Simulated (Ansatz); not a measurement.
## Work function of Cu(111): what the settings cost and change

How far do cutoff, k-mesh and smearing move the work function of Cu(111)?

Calculated with Ansatz 0.2.0; plane-wave DFT, PBE, Ansatz PAW.

**What experiment says.**

For Cu (clean (111) face, a compiled value), “Anisotropic work function of elemental crystals” (2019, arxiv:1902.07811) quotes earlier work: work function (clean (111) face, a compiled value) 4.9 eV.

## (1) The starting structure

The cell holds 7 atoms: 7 Cu. Its edges and angles: a = 2.553 Å, b = 2.553 Å, c = 30.505 Å, α = 90.0°, β = 90.0°, γ = 60.0°. Vacuum lies along c.

## (2) Slab, setting cutoff 200 eV

A work function rests on the faint tail of the density, so the SCF threshold is tight. The cutoff is raised first; then mesh and smearing are varied at the default cutoff.

input.yaml

```yaml
crystal:
  lattice:
    - [2.5526554801, 0.0, 0.0]
    - [1.27632774, 2.2106644929, 0.0]
    - [0.0, 0.0, 30.5054068306]
  atoms:
    - { symbol: Cu, position: [0.0, 0.0, 0.2950296664] }
    - { symbol: Cu, position: [0.3333333333, 0.3333333333, 0.3633531109] }
    - { symbol: Cu, position: [0.6666666667, 0.6666666667, 0.4316765555] }
    - { symbol: Cu, position: [0.0, 0.0, 0.5] }
    - { symbol: Cu, position: [0.3333333333, 0.3333333333, 0.5683234445] }
    - { symbol: Cu, position: [0.6666666667, 0.6666666667, 0.6366468891] }
    - { symbol: Cu, position: [0.0, 0.0, 0.7049703336] }
kpoints:
  mp_grid: { grid: [18, 18, 1] }
hamiltonian:
  xc: pbe
scf:
  occupations: { method: fermi_dirac, width: 0.1 }
  convergence: { dr2_threshold: 1.0e-09 }
efield:
  axis: 3
  dipole_correction: true
  ramp_position: 0.97
  ramp_width: 0.06
basis:
  ecutwfc: "200 eV"
output:
  write_potential: true
  write_density: true
  volumetric_format: npy
  elf: true
```

Launch:

```
$ ansatz run input.yaml --threads 2 --pin off --max-ram 3072MiB --backend cpu --events-out ev --progress --plain --runs-dir out
```

Numbers of over 12 decimals in the logs are rounded to 6 here.

The program printed:

```text
Warning: basis.ecutwfc = 200 eV is below the records' recommended 420 eV, and the density's cutoff is lower with it unless basis.ecutrho_ratio is high enough to keep the records' density cutoff: compare with a run at a higher cutoff
Warning: basis.ecutrho_ratio 4 (ecutrho = 800 eV, dense FFT grid 12×12×144): the grid does not resolve the core-correction charge of Cu (measure 0.10 e/Å^2.5); warned from 0.08. The energy and each atom's force then go with where the atoms sit on the grid: [figures from the program's tests cut] If this deck is also warned that a cutoff or its ratio is below what is recommended, mend that before anything below. First try basis.xc_grid, which is 1 on this run (the dense grid itself), where it is not refused (2, then 3). Above 1 the core-correction charge is laid on the exchange–correlation grid, and this warning is never given, whether or not the level is enough: [rest of the remark cut]
Engine: ansatz 0.2.0, aarch64-unknown-linux-gnu
Pseudopotentials: kind: paw
Pseudopotential: Cu, paw, valence charge 19, recommended cutoff 420 eV (normal), Cu.paw.azcp
Functional definition: PBE
  parameter kappa = 0.804
  parameter beta = 0.066725
  exchange = pbe_x(kappa = kappa, mu = beta*pi^2/3)
  correlation = pbe_c(beta = beta)
Crystal: 7 atoms, lattice volume = 172.144 Å³
Basis set: ecut = 200 eV, 1025 PW (Γ)
Bands: 80, of which v1, the nominal top of the filled ones, is band 67 counted from 1 (66 counted from 0)
Symmetry: 6 space group operations
k-points: 37 of 324 (time reversal used)
Non-local potential: Cu, projectors of the file, l = 0: 3, l = 1: 2, l = 2: 3, l = 3: 1
PAW form: soft (Blöchl's): semilocal exchange-correlation on the pseudo side does not see the compensation charge
PAW one-centre angular grid: Cu, 590 points (default); XC on 64 Gauss nodes
Initial density: superposition of atomic densities (neutral atoms: chi_scale 0, normalization atom), corrected by the library's trained network
Initial wavefunctions: pseudopotential atomic-orbital guess
Functional: x = pbe(κ = 0.804, μ = 0.219515), c = pbe(β = 0.066725)
SCF iter   1: F=—  HF=-46287.364380 eV  |F-HF|=—  |Δ(HF+E_count)|=         —  Δρ=1.62e-1  dr2=1.80e1  ethr=1.77e-3  p=-0.000 e·Å  D=-1.86e-13 V/Å  ΔV_dip=0.00 eV  dr2_dipole=7.73e-8  V_vac-E_F(+/−)=4.32/4.33 eV  ⟨swp⟩=7.4  Hψ=11715  notcnv=0  defer=90
efield: sawtooth ramp at fractional position 0.9700 (set: `efield.ramp_position`, or a place that a band, a saddle search or an elastic batch's reference lends), width 0.0600; the density the first Hamiltonian is built on has a dipole p = -0.000 e·Å; the dipole correction subtracts the counter field D = -1.86e-13 V/Å, which shifts the + side's vacuum level by +0.00 eV against the − side's; the planar-averaged density in the ramp window peaks in size at 9.1e-4 e/Å³
preconditioner: auto → LDOS  [metal: Δε(μ)=0.007 eV  Ē_g=8.564 eV  σ=0.100 eV  W_gap=0.02  n_scr=24 (ndim 8)  ℏωp=24.8 eV  f_vac=0.492  D(μ)=2.73/eV (n_scr^D=16)  β→1.0]
SCF iter   2: F=—  HF=-46323.663758 eV  |F-HF|=—  |Δ(HF+E_count)|=    3.63e1  Δρ=3.75e-1  dr2=1.25e2  ethr=1.77e-3  p=0.000 e·Å  D=1.31e-5 V/Å  ΔV_dip=-0.00 eV  dr2_dipole=3.22e-9  V_vac-E_F(+/−)=5.69/5.70 eV  ⟨swp⟩=4.1  Hψ=10033  notcnv=0  defer=147  recentre
SCF iter   3: F=—  HF=-46269.131741 eV  |F-HF|=—  |Δ(HF+E_count)|=    5.45e1  Δρ=1.92e-2  dr2=5.95e-1  ethr=1.77e-3  p=0.000 e·Å  D=5.96e-7 V/Å  ΔV_dip=-0.00 eV  dr2_dipole=3.94e-8  V_vac-E_F(+/−)=5.69/5.69 eV  ⟨swp⟩=3.0  Hψ=7952  notcnv=0  defer=165
SCF iter   4: F=—  HF=-46270.078833 eV  |F-HF|=—  |Δ(HF+E_count)|=   9.47e-1  Δρ=8.97e-2  dr2=8.82e0  ethr=4.47e-4  p=0.000 e·Å  D=1.83e-6 V/Å  ΔV_dip=-0.00 eV  dr2_dipole=2.06e-6  V_vac-E_F(+/−)=4.22/4.23 eV  ⟨swp⟩=3.1  Hψ=5982  notcnv=0  defer=162
SCF iter   5: F=—  HF=-46268.394245 eV  |F-HF|=—  |Δ(HF+E_count)|=    1.68e0  Δρ=2.12e-2  dr2=4.39e-1  ethr=4.47e-4  p=0.000 e·Å  D=3.43e-7 V/Å  ΔV_dip=-0.00 eV  dr2_dipole=1.08e-10  V_vac-E_F(+/−)=5.32/5.33 eV  ⟨swp⟩=2.7  Hψ=6477  notcnv=0  defer=165
SCF iter   6: F=—  HF=-46268.282178 eV  |F-HF|=—  |Δ(HF+E_count)|=   1.12e-1  Δρ=6.06e-4  dr2=6.46e-4  ethr=3.30e-4  p=-0.000 e·Å  D=-1.97e-8 V/Å  ΔV_dip=0.00 eV  dr2_dipole=7.32e-12  V_vac-E_F(+/−)=5.41/5.42 eV  ⟨swp⟩=2.0  Hψ=4870  notcnv=0  defer=165
SCF iter   7: F=—  HF=-46268.282228 eV  |F-HF|=—  |Δ(HF+E_count)|=   5.00e-5  Δρ=7.93e-4  dr2=6.14e-4  ethr=4.86e-7  p=-0.000 e·Å  D=-3.69e-7 V/Å  ΔV_dip=0.00 eV  dr2_dipole=3.92e-10  V_vac-E_F(+/−)=5.41/5.42 eV  ⟨swp⟩=3.1  Hψ=5777  notcnv=0  defer=166
SCF iter   8: F=—  HF=-46268.282532 eV  |F-HF|=—  |Δ(HF+E_count)|=   3.04e-4  Δρ=3.99e-4  dr2=1.69e-4  ethr=4.62e-7  p=0.000 e·Å  D=1.09e-7 V/Å  ΔV_dip=-0.00 eV  dr2_dipole=4.94e-10  V_vac-E_F(+/−)=5.42/5.43 eV  ⟨swp⟩=2.5  Hψ=5287  notcnv=0  defer=166
SCF iter   9: F=—  HF=-46268.282515 eV  |F-HF|=—  |Δ(HF+E_count)|=   1.66e-5  Δρ=2.57e-4  dr2=7.20e-5  ethr=1.27e-7  p=-0.000 e·Å  D=-5.19e-8 V/Å  ΔV_dip=0.00 eV  dr2_dipole=4.07e-13  V_vac-E_F(+/−)=5.42/5.43 eV  ⟨swp⟩=1.4  Hψ=3084  notcnv=0  defer=166
SCF iter  10: F=—  HF=-46268.282488 eV  |F-HF|=—  |Δ(HF+E_count)|=   2.79e-5  Δρ=3.89e-5  dr2=2.63e-6  ethr=5.41e-8  p=-0.000 e·Å  D=-3.34e-8 V/Å  ΔV_dip=0.00 eV  dr2_dipole=2.22e-11  V_vac-E_F(+/−)=5.42/5.43 eV  ⟨swp⟩=2.0  Hψ=3992  notcnv=0  defer=166
SCF iter  11: F=—  HF=-46268.282467 eV  |F-HF|=—  |Δ(HF+E_count)|=   2.08e-5  Δρ=4.27e-6  dr2=5.70e-8  ethr=1.98e-9  p=-0.000 e·Å  D=-7.66e-9 V/Å  ΔV_dip=0.00 eV  dr2_dipole=1.70e-11  V_vac-E_F(+/−)=5.41/5.42 eV  ⟨swp⟩=2.0  Hψ=4414  notcnv=0  defer=166
SCF iter  12: F=—  HF=-46268.282467 eV  |F-HF|=—  |Δ(HF+E_count)|=   8.45e-9  Δρ=3.03e-6  dr2=9.68e-9  ethr=4.29e-11  p=-0.000 e·Å  D=-7.84e-9 V/Å  ΔV_dip=0.00 eV  dr2_dipole=5.42e-11  V_vac-E_F(+/−)=5.41/5.42 eV  ⟨swp⟩=2.0  Hψ=4636  notcnv=0  defer=166
SCF iter  13: F=—  HF=-46268.282467 eV  |F-HF|=—  |Δ(HF+E_count)|=   1.02e-9  Δρ=1.08e-6  dr2=1.59e-9  ethr=7.28e-12  p=-0.000 e·Å  D=-8.03e-9 V/Å  ΔV_dip=0.00 eV  dr2_dipole=1.89e-12  V_vac-E_F(+/−)=5.41/5.42 eV  ⟨swp⟩=2.0  Hψ=4257  notcnv=0  defer=166
SCF iter  14: F=-46268.282467 eV  HF=-46268.282467 eV  |F-HF|=3.42e-10  |Δ(HF+E_count)|=  6.04e-10  Δρ=4.31e-7  dr2=1.85e-10  ethr=1.00e-12  p=-0.000 e·Å  D=-7.37e-9 V/Å  ΔV_dip=0.00 eV  dr2_dipole=1.74e-14  V_vac-E_F(+/−)=5.41/5.42 eV  ⟨swp⟩=10.5  Hψ=9704  notcnv=0
WARN: efield: at this solve's end the planar-averaged density reaches 1.07e-3 e/Å³ inside the ramp window [0.9372, 0.0628] (bound 1e-5 e/Å³), and -7.53e-4 e/Å³ on another of its planes; by the running means of the window's planes the mean density over a ramp is at most 2.92e-4 e/Å³, which is held to the bound (the quickstart, § The vacuum guard, A window that rings); the window's nearer edge stands 7.08 Å from this solve's nearest atom along the axis. Its work functions, free energy, forces, stress, dipole, levels and responses can be off, and this figure does not tell by how much. The cell may have no vacuum along `efield.axis`. [rest of the remark cut]
SCF 1 converged in 14 iterations: F = -46268.282467 eV  dr2 = 1.85e-10
  greatest PAW one-centre occupation: 1.020 electrons in one spin orbital (limit 2), on the Cu atom at site 0 (counted from 0), in its partial waves of l = 1
WARN: The output density's exchange-correlation potential varies sharply where the density is thin. Do not read a vacuum level from v_tot or v_xc, or from such a field of the output density. On a cell that repeats whose density bears no net charge and no dipole along the vacuum's axis use v_es (v_loc + v_h of the components); under efield.dipole_correction with no amplitude use v_es + v_field, which holds any externa [...]
SCF converged after 14 iterations
Free energy (F): -46268.282467 eV
Harris-Foulkes:  -46268.282467 eV  (|F-HF|=3.42e-10)
Internal energy: -46268.221656 eV  (E = F + TS)
E sigma→0 (E₀):  -46268.252061 eV
Entropy (-TS):   -0.060810 eV (-8.687 meV/atom)
Fermi energy:    4.978722 eV
Dipole field:    D = -0.000000 V/Å  (p = -0.000000 e·Å, saw-weighted, corrected)
Work function:   Φ+ = 5.4137 eV (in doubt: plateau slope 6.1e-2 eV/Å)   Φ− = 5.4235 eV (in doubt: plateau slope 5.5e-2 eV/Å)
Levels:          The Fermi level and band energies are counted from a zero that moves with the ramp; work functions are not
Vacuum region:   at the solve's end the planar-averaged density reaches 1.07e-3 e/Å³ inside the ramp window [0.9372, 0.0628] (bound 1e-5 e/Å³), and -7.53e-4 e/Å³ on another of its planes; by the running means of the window's planes the mean density over a ramp is at most 2.92e-4 e/Å³, which is held to the bound (the quickstart, § The vacuum guard, A window that rings)
--- Per-component energies (eV) ---
  E_band       = -4261.299062
  E_kinetic    = 2262.275818
  E_local      = -427090.119764  (includes V_loc(G=0)·N_el)
  E_nonlocal   = 3377.523410
  E_hartree    = 211248.807453
  E_xc         = -622.045676
  E_vxc        = -801.969692  (∫ρ·V_xc dr)
  E_paw        = -12278.422113  (= ΣΔE_a)
  E_vpaw       = -4506.586332  (= ΣTr[D̂ρ^β])
  E_aug_tail   = -0.034088  (compensation charges beyond the density's cutoff)
  E_efield     = 0.000000  (sawtooth field / dipole correction)
  E_vefield    = 0.000000  (∫n·V_field dr)
  E_ewald      = 176833.793305
  E_smearing   = -0.060810  (= −TS)
  E_closure    = -0.000000  (closes the sum)
  Σ components = -46268.282467   (vs F -46268.282467, Δ=0.00e0)
--- Band table (eV; the first three rows and the last of 37) ---
  k-point 0: bands = [... 63 lower, 1.9603, 2.0184, 2.0184, 2.1643, 2.1643, 2.9135, 4.4760, 5.1448, ... 9 higher]
  k-point 1: bands = [... 63 lower, 1.9267, 1.9357, 1.9619, 2.0112, 2.0207, 3.0874, 4.6207, 5.3202, ... 9 higher]
  k-point 2: bands = [... 63 lower, 1.9905, 2.0111, 2.0413, 2.1626, 2.3818, 3.5089, 5.0399, 5.8604, ... 9 higher]
  k-point 36: bands = [... 63 lower, 8.8389, 8.8886, 8.8886, 9.0756, 9.2853, 9.2853, 9.9117, 9.9117, ... 9 higher]
```

Run time: 41 s. Hardware: 2 threads of Arm Neoverse N1, shared host; peak memory 0.43 GiB.

Reading the cycles: dr2 is the Hartree energy of the density residual (eV), the measure of convergence; HF is the Harris–Foulkes estimate of the energy, which meets the free energy F at convergence.

Numbers from this step:

```yaml
energy_at_zero_smearing: -46268.2521 eV
work_function_upper_face: 5.414 eV
```

Running mean over 2.084 Å of the planar mean; the ramp of the sawtooth is left out. The electron's electrostatic potential energy less the Fermi level by z:

| z (Å) | electron's electrostatic potential energy less the Fermi level (eV) |
| --- | --- |
| 3.5 | 5.27 |
| 4.0 | 5.21 |
| 4.5 | 5.14 |
| 5.0 | 5.06 |
| 5.5 | 4.95 |
| 6.0 | 4.81 |
| 6.5 | 4.56 |
| 7.0 | 3.99 |
| 7.5 | 1.95 |
| 8.0 | -2.44 |
| 8.5 | -6.44 |
| 9.0 | -7.69 |
| 9.5 | -7.84 |
| 10.0 | -7.84 |
| 10.5 | -7.86 |
| 11.0 | -7.87 |
| 11.5 | -7.86 |
| 12.0 | -7.84 |
| 12.5 | -7.83 |
| 13.0 | -7.82 |
| 13.5 | -7.82 |
| 14.0 | -7.83 |
| 14.5 | -7.83 |
| 15.0 | -7.84 |
| 15.5 | -7.84 |
| 16.0 | -7.83 |
| 16.5 | -7.83 |
| 17.0 | -7.82 |
| 17.5 | -7.82 |
| 18.0 | -7.83 |
| 18.5 | -7.84 |
| 19.0 | -7.86 |
| 19.5 | -7.87 |
| 20.0 | -7.86 |
| 20.5 | -7.84 |
| 21.0 | -7.84 |
| 21.5 | -7.70 |
| 22.0 | -6.46 |
| 22.5 | -2.49 |
| 23.0 | 1.91 |
| 23.5 | 3.98 |
| 24.0 | 4.56 |
| 24.5 | 4.81 |
| 25.0 | 4.95 |
| 25.5 | 5.06 |
| 26.0 | 5.14 |
| 26.5 | 5.21 |
| 27.0 | 5.27 |

Electrostatic potential energy in the ca plane at fractional y = 0.000, with atoms of Cu within 0.2 Å of it. With pseudopotentials it is smooth inside the atoms' cores, unlike the true potential.

Values in eV, 5 rows by 16 columns, each cell a mean:
```
  5   6   5   5 -26 -22   5   6   6   5 -16 -31   6  10  10  10
 -3   2  -2   1  -2  -1   0  -1   1  -2   1  -4   8  10  10  10
 -8  -1  -7  -1   5   5  -4  -5  -3  -6   5   4   8  10  10  10
  1   4   2   3 -12  -9   3   3   4   2  -6 -16   7  10  10  10
  6   7   6   5 -31 -26   6   7   7   6 -21 -36   6   9  10  10
```
Columns run along c (16.0 Å, from fractional 0.34 to 0.87 of the cell; values clipped at the 3rd and 97th percentile), rows up along a (2.6 Å). Atoms in or near the plane, at fractional coordinates: Cu at (0.50, 0.00), Cu at (0.70, 0.00).

ELF in the ca plane at fractional y = 0.000, with atoms of Cu within 0.2 Å of it. It is the smooth field of the valence electrons, not physical close to the nuclei.

Ten even steps from '0' (0.00) to '9' (0.84), each cell a mean:
```
22221122221247521222211222211476210000000000
11111111111123211111112111111233100000000000
11111111111111111111111111111111110000000000
12211112211311132112111122113211210000000000
11211112111211111112111111112111110000000000
11111111111112211111111111111122100000000000
21111111121146421211112111211365200000000000
33331133331269721333311333312597210000000000
```
Columns run along c (16.0 Å, from fractional 0.34 to 0.87 of the cell), rows up along a (2.6 Å). Atoms in or near the plane, at fractional coordinates: Cu at (0.50, 0.00), Cu at (0.70, 0.00).

Valence density in the ca plane at fractional y = 0.000, with atoms of Cu within 0.2 Å of it. It is the smooth field of the valence electrons, not physical close to the nuclei.

Ten steps, logarithmic in the rise over the least value, from '0' (0 e/Å³) to '9' (52 e/Å³), each cell a mean:
```
00000000000268731000000000002687300000000000
01100001100145410011000011001354200000000000
11210012110011100112100122100111000000000000
12210012210000000122210122100000000000000000
12210012210011100122100122100111000000000000
01110001100123210011100011001233100000000000
00000000000268631000000000002586300000000000
00000000000379831000000000002798400000000000
```
Columns run along c (16.0 Å, from fractional 0.34 to 0.87 of the cell), rows up along a (2.6 Å). Atoms in or near the plane, at fractional coordinates: Cu at (0.50, 0.00), Cu at (0.70, 0.00).

The work function is 5.414 eV. The program marks this work function as in doubt.

## (3) Run

Changes to input.yaml since step 2:

```diff
@@ -26,3 +26,3 @@
 basis:
-  ecutwfc: "200 eV"
+  ecutwfc: "300 eV"
 output:
@@ -31,2 +31 @@
   volumetric_format: npy
-  elf: true
```

The program printed:

```text
[...]
Crystal: 7 atoms, lattice volume = 172.144 Å³
Basis set: ecut = 300 eV, 2079 PW (Γ)
Bands: 80, of which v1, the nominal top of the filled ones, is band 67 counted from 1 (66 counted from 0)
Symmetry: 6 space group operations
k-points: 37 of 324 (time reversal used)
[...]
k-point 0: bands = [... 63 lower, 3.7164, 3.7164, 3.8756, 3.8756, 3.9221, 3.9221, 4.7950, 5.1470, ... 9 higher]
  k-point 1: bands = [... 63 lower, 3.7197, 3.7301, 3.7654, 3.8779, 3.9209, 4.0384, 5.0352, 5.4381, ... 9 higher]
  k-point 2: bands = [... 63 lower, 3.5919, 3.7239, 3.8809, 3.8886, 3.9230, 4.4749, 5.5518, 6.0892, ... 9 higher]
  k-point 36: bands = [... 63 lower, 8.8988, 8.9210, 8.9210, 9.0573, 9.3110, 9.3110, 9.9750, 9.9750, ... 9 higher]
[key lines of the parts left out:]
SCF converged after 13 iterations
Free energy (F): -46373.408847 eV
Fermi energy:    5.564015 eV
Dipole field:    D = -0.000000 V/Å  (p = -0.000000 e·Å, saw-weighted, corrected)
Work function:   Φ+ = 4.8163 eV   Φ− = 4.8165 eV
```

It took 71 s on 2 threads; peak memory 0.56 GiB; 2 min of CPU time.

The work function is 4.816 eV, -0.597 eV from the run “cutoff 200 eV”, at 1.7 times its CPU time.

## (4) Run

Changes to input.yaml since step 3:

```diff
@@ -26,3 +26,3 @@
 basis:
-  ecutwfc: "300 eV"
+  ecutwfc: "420 eV"
 output:
```

The program printed:

```text
[...]
Crystal: 7 atoms, lattice volume = 172.144 Å³
Basis set: ecut = 420 eV, 3443 PW (Γ)
Bands: 80, of which v1, the nominal top of the filled ones, is band 67 counted from 1 (66 counted from 0)
Symmetry: 6 space group operations
k-points: 37 of 324 (time reversal used)
[...]
k-point 0: bands = [... 63 lower, 3.8091, 3.8091, 3.9673, 3.9673, 4.0032, 4.0032, 4.8082, 5.1528, ... 9 higher]
  k-point 1: bands = [... 63 lower, 3.8100, 3.8109, 3.8474, 3.9678, 4.0048, 4.1092, 5.0594, 5.4514, ... 9 higher]
  k-point 2: bands = [... 63 lower, 3.6725, 3.8115, 3.9690, 3.9692, 4.0093, 4.5318, 5.5781, 6.1063, ... 9 higher]
  k-point 36: bands = [... 63 lower, 8.8990, 8.9210, 8.9210, 9.0581, 9.3122, 9.3122, 9.9718, 9.9718, ... 9 higher]
[key lines of the parts left out:]
SCF converged after 12 iterations
Free energy (F): -46375.312487 eV
Fermi energy:    5.593101 eV
Dipole field:    D = 0.000001 V/Å  (p = 0.000001 e·Å, saw-weighted, corrected)
Work function:   Φ+ = 4.8153 eV   Φ− = 4.8153 eV
```

Wall time 88 s (2 threads); peak memory 0.76 GiB.

The work function is 4.815 eV, -0.598 eV from the run “cutoff 200 eV”, at 2.1 times its CPU time.

## (5) Run

Changes to input.yaml since step 4:

```diff
@@ -26,3 +26,3 @@
 basis:
-  ecutwfc: "420 eV"
+  ecutwfc: "600 eV"
 output:
```

The program printed:

```text
[...]
Crystal: 7 atoms, lattice volume = 172.144 Å³
Basis set: ecut = 600 eV, 5701 PW (Γ)
Bands: 80, of which v1, the nominal top of the filled ones, is band 67 counted from 1 (66 counted from 0)
Symmetry: 6 space group operations
k-points: 37 of 324 (time reversal used)
[...]
k-point 0: bands = [... 63 lower, 3.8071, 3.8071, 3.9651, 3.9651, 4.0011, 4.0011, 4.8068, 5.1515, ... 9 higher]
  k-point 1: bands = [... 63 lower, 3.8079, 3.8089, 3.8454, 3.9657, 4.0027, 4.1073, 5.0579, 5.4500, ... 9 higher]
  k-point 2: bands = [... 63 lower, 3.6706, 3.8095, 3.9669, 3.9673, 4.0072, 4.5300, 5.5765, 6.1047, ... 9 higher]
  k-point 36: bands = [... 63 lower, 8.8975, 8.9195, 8.9195, 9.0564, 9.3105, 9.3105, 9.9703, 9.9703, ... 9 higher]
[key lines of the parts left out:]
SCF converged after 12 iterations
Free energy (F): -46375.335069 eV
Fermi energy:    5.591524 eV
Dipole field:    D = -0.000001 V/Å  (p = -0.000001 e·Å, saw-weighted, corrected)
Work function:   Φ+ = 4.8149 eV   Φ− = 4.8149 eV
```

Run time: 2.6 min. Hardware: 2 threads; peak memory 1.1 GiB.

The work function is 4.815 eV, -0.000 eV from the run “cutoff 420 eV”, at 1.7 times its CPU time.

## (6) Run

Changes to input.yaml since step 5:

```diff
@@ -14,3 +14,3 @@
 kpoints:
-  mp_grid: { grid: [18, 18, 1] }
+  mp_grid: { grid: [3, 3, 1] }
 hamiltonian:
@@ -25,4 +25,2 @@
   ramp_width: 0.06
-basis:
-  ecutwfc: "600 eV"
 output:
```

The program printed:

```text
[...]
Crystal: 7 atoms, lattice volume = 172.144 Å³
Basis set: ecut = 420 eV, 3443 PW (Γ)
Bands: 80, of which v1, the nominal top of the filled ones, is band 67 counted from 1 (66 counted from 0)
Symmetry: 6 space group operations
k-points: 3 of 9 (time reversal used)
[...]
Work function:   Φ+ = 5.2426 eV   Φ− = 5.2426 eV
[...]
--- Band table (eV) ---
  k-point 0: bands = [... 63 lower, 3.7679, 3.7679, 4.2199, 4.2199, 4.2221, 4.2221, 4.9005, 5.2118, ... 9 higher]
  k-point 1: bands = [... 63 lower, 4.1485, 4.3699, 4.3705, 4.4204, 5.4653, 6.8646, 8.5377, 10.0408, ... 9 higher]
  k-point 2: bands = [... 63 lower, 8.8003, 8.8003, 8.8332, 9.0182, 9.3625, 9.3625, 10.1716, 10.1716, ... 9 higher]
[key lines of the parts left out:]
SCF converged after 15 iterations
Free energy (F): -46376.773613 eV
Fermi energy:    5.148201 eV
Dipole field:    D = 0.000000 V/Å  (p = 0.000000 e·Å, saw-weighted, corrected)
```

Elapsed: 13 s, on 2 threads; peak memory 0.41 GiB; 14 s of CPU time.

The work function is 5.243 eV, +0.427 eV from the run “cutoff 420 eV”, at 0.089 times its CPU time.

(Continued in part 2 of 2.)

[Logs are printed without paths, hosts, clocks, repeated set-up lines and the standing remarks that a program may print on its own settings, such as how far it seeks lower states.]

[Hosts, paths, dates, database ids (printed as entryN), source tags and the programs' standing remarks are cut or masked in the printed files.]

[Maps of the electrostatic potential energy from Ansatz leave out the sawtooth potential of an applied field or a dipole correction, so their vacuum need not be flat; planar profiles and work functions include it.]
